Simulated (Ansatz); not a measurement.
G0W0 rungs for SiO2 (I-42d).

It takes space group I-42d (No. 122, tetragonal). Conventional cell: a = 4.748 Å, b = 4.748 Å, c = 7.488 Å, α = 90.00°, β = 90.00°, γ = 90.00°. Si has 4 O at 1.62 Å nearest. Nearest to O lie 2 Si at 1.62 Å. Farther neighbours and most contacts between anions are not listed.

```
Si O
1.0
    -2.37405    2.37405    3.74400
     2.37405   -2.37405    3.74400
     2.37405    2.37405   -3.74400
Si O
2 4
Direct
  0.00000 0.00000 0.00000
  0.75000 0.25000 0.50000
  0.99838 0.62500 0.87338
  0.37500 0.24838 0.37338
  0.75162 0.12500 0.12662
  0.87500 0.00162 0.62662
```

The cell and positions come from the Crystallography Open Database and are kept as given unless a step says otherwise.

Runs so far (Ansatz 0.2.0, start LDA, PAW set soft_1 files, 6×6×6 mesh). Times are wall times on 1 × NVIDIA H100 80GB HBM3 (shared by 6 runs) with 3 threads of AMD EPYC 7R13 (Zen 3), shared host. The host was busy with other work, so they are no guide to cost.

```csv
bands summed,cutoff (eV),gap on the mesh (eV),time
125,69,8.762,29 s
326,138,9.011,90 s
```

Question: What should the next rung give, with 684 bands and screening to 230 eV, and where is the limit?

The error falls about as one over the bands when the cutoff rises with them. A line through the two highest rungs given predicts 9.092 eV; the run gave 9.151 eV, a miss of 0.059 eV, so the law fails here: the steps don't follow it yet. The two highest rungs put the limit near 9.278 eV, the pair below near 9.166 eV; neither can be trusted until a further rung is run.

Gaps are over the mesh's points; an edge off the mesh would be missed. Limits: not at the basis limit.

[Paths, hosts, dates, memory and timing lines, banners, echoed tables and standing remarks are left out of the program output.]

[Logs are printed without paths, hosts, clocks, repeated set-up lines and the standing remarks that a program may print on its own settings, such as how far it seeks lower states.]

[Runs of the session that timed out or met a known fault of the program may be left out.]

[Cells called generated may have been cut or substituted from an entry of the Crystallography Open Database or the Materials Project.]

[Hosts, paths, dates, database ids (printed as entryN), source tags and the programs' standing remarks are cut or masked in the printed files.]
